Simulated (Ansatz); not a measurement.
## Decaying states in the gap of KLiMgF4: complex bands, plane (001), k-mesh 6×6×6

Ansatz 0.2.0; PBE DFT, plane waves, PAW files; complex bands by layer matching along the plane's normal.

The same for the (001) plane, at (0, 0), (-0.4792, 0.4792) and (0.5, 0), to see how the decay depends on direction.

The structure was built from a prototype and need not be the compound's stable phase.

input.yaml reads:

```yaml
crystal:
  lattice:
    - [3.960885755, 0.0, 0.0]
    - [0.0, 3.960885755, 0.0]
    - [1.980442878, 1.980442878, 6.250287492]
  atoms:
    - { symbol: Li, position: [0.3263829632, 0.3263829632, 0.3472340736] }
    - { symbol: K, position: [0.6478770614, 0.6478770614, 0.7042458772] }
    - { symbol: Mg, position: [0.9979912459, 0.9979912459, 0.0040175082] }
    - { symbol: F, position: [0.0029180069, 0.5029180069, 0.9941639862] }
    - { symbol: F, position: [0.5029180069, 0.0029180069, 0.9941639862] }
    - { symbol: F, position: [0.1791644892, 0.1791644892, 0.6416710216] }
    - { symbol: F, position: [0.8427482266, 0.8427482266, 0.3145035468] }
kpoints:
  mp_grid: { grid: [6, 6, 6] }
scf:
  occupations: { method: fixed }
hamiltonian:
  xc: pbe
output:
  eigenvalues: true
  transmission:
    leads: [[0, 0]]
    kpoints: [[0.0, 0.0], [-0.4792, 0.4792], [0.5, 0.0]]
    e_range: [-1.0, 7.11]
    de: 0.14
```

Command:

```bash
$ ansatz run input.yaml --threads 2 --pin off --max-ram 4096MiB --backend cpu --events-out ev --progress --plain --runs-dir out
```

Before running it: what should come out for the im kz of the slowest decaying states against energy?

Inside the gap the slowest decay grows from the band edges towards mid-gap. At its top, κ = 0.59 Å⁻¹, tunnelling falls as exp(−2κL), a factor of 3.2 for each Å.

This step gave:

* decay constant at the filling level, zone centre: 0.5733 Å⁻¹
* decay constant at the filling level, slowest listed point: 0.5733 Å⁻¹

K parallel (0, 0); values up to 1.5 1/Å, a degenerate pair printed once or twice; energies at which all values exceed this have no row. Table of Im kz of the slowest decaying states by energy, zero at the highest filled level on the SCF mesh:

| energy (eV) | decay 1 (Å⁻¹) | decay 2 (Å⁻¹) | decay 3 (Å⁻¹) | decay 4 (Å⁻¹) |
| --- | --- | --- | --- | --- |
| -1.000 | 0.155 | 0.613 | 0.847 | 0.859 |
| -0.440 | 0.155 | 0.684 | 0.919 | 1.10 |
| -0.020 | 0.304 | 0.405 | 0.941 | 1.02 |
| 0.540 | 0.462 | 0.717 | 1.06 | 1.07 |
| 0.960 | 0.522 | 0.828 | 1.09 | 1.10 |
| 1.520 | 0.566 | 0.930 | 1.09 | 1.10 |
| 1.940 | 0.582 | 0.990 | 1.09 | 1.10 |
| 2.500 | 0.586 | 1.08 | 1.08 | 1.09 |
| 3.060 | 0.573 | 1.06 | 1.07 | 1.12 |
| 3.480 | 0.554 | 1.05 | 1.06 | 1.13 |
| 4.040 | 0.515 | 1.04 | 1.04 | 1.14 |
| 4.460 | 0.475 | 1.02 | 1.03 | 1.14 |
| 5.020 | 0.402 | 0.986 | 1.01 | 1.14 |
| 5.440 | 0.325 | 0.960 | 0.992 | 1.14 |
| 6.000 | 0.136 | 0.921 | 0.970 | 1.13 |
| 6.560 | 0.877 | 0.946 | 1.12 | - |

K parallel (-0.4792, 0.4792); values up to 1.5 1/Å, a degenerate pair printed once or twice; energies at which all values exceed this have no row. Im kz of the slowest decaying states against energy, zero at the highest filled level on the SCF mesh:

| energy (eV) | decay 1 (Å⁻¹) | decay 2 (Å⁻¹) | decay 3 (Å⁻¹) | decay 4 (Å⁻¹) |
| --- | --- | --- | --- | --- |
| -1.00 | 0.249 | 0.256 | 0.502 | 0.506 |
| -0.58 | 0.457 | - | - | - |
| -0.16 | 0.719 | - | - | - |
| -0.02 | 0.763 | - | - | - |
| 0.26 | 0.372 | 0.373 | 0.837 | - |
| 0.54 | 0.508 | 0.509 | 0.904 | - |
| 0.96 | 0.636 | 0.638 | 1.01 | 1.47 |
| 1.38 | 0.725 | 0.727 | 1.21 | 1.28 |
| 1.80 | 0.793 | 0.795 | 1.07 | 1.07 |
| 2.22 | 0.848 | 0.851 | 1.04 | 1.04 |
| 2.64 | 0.895 | 0.898 | 1.03 | 1.03 |
| 2.92 | 0.923 | 0.928 | 1.02 | 1.02 |
| 3.34 | 0.963 | 0.973 | 1.01 | 1.02 |
| 3.76 | 1.00 | 1.01 | 1.01 | 1.44 |
| 4.18 | 1.01 | 1.03 | 1.04 | 1.42 |
| 4.60 | 0.998 | 1.00 | 1.10 | 1.10 |
| 5.02 | 0.989 | 0.993 | 1.18 | 1.21 |
| 5.44 | 0.980 | 0.983 | 1.25 | 1.33 |
| 5.72 | 0.972 | 0.975 | 1.24 | 1.30 |
| 6.14 | 0.961 | 0.964 | 1.22 | 1.26 |
| 6.56 | 0.948 | 0.951 | 1.04 | 1.05 |
| 6.98 | 0.925 | 0.936 | 0.939 | 0.949 |

K parallel (0.5, 0); values up to 1.5 1/Å, a degenerate pair printed once or twice; energies at which all values exceed this have no row.

| energy (eV) | decay 1 (Å⁻¹) | decay 2 (Å⁻¹) | decay 3 (Å⁻¹) | decay 4 (Å⁻¹) |
| --- | --- | --- | --- | --- |
| -1.000 | 0.196 | 0.396 | 0.708 | - |
| -0.440 | 0.102 | 0.557 | 0.756 | - |
| -0.020 | 0.450 | 0.671 | 0.940 | - |
| 0.540 | 0.785 | 0.858 | 0.988 | 1.48 |
| 0.960 | 0.912 | 0.929 | 0.958 | - |
| 1.520 | 0.971 | 0.992 | 1.03 | 1.47 |
| 1.940 | 0.988 | 1.02 | 1.14 | 1.39 |
| 2.500 | 1.01 | 1.06 | 1.15 | 1.40 |
| 3.060 | 1.02 | 1.08 | 1.09 | 1.47 |
| 3.480 | 1.03 | 1.08 | 1.09 | 1.48 |
| 4.040 | 1.03 | 1.07 | 1.10 | 1.49 |
| 4.460 | 1.04 | 1.07 | 1.10 | 1.50 |
| 5.020 | 1.06 | 1.11 | 1.49 | - |
| 5.440 | 1.07 | 1.11 | 1.46 | - |
| 6.000 | 1.00 | 1.10 | 1.19 | 1.35 |
| 6.560 | 0.857 | 1.09 | 1.19 | 1.35 |

[Logs are printed without paths, hosts, clocks, repeated set-up lines and the standing remarks that a program may print on its own settings, such as how far it seeks lower states.]

[Hosts, paths, dates, database ids (printed as entryN), source tags and the programs' standing remarks are cut or masked in the printed files.]
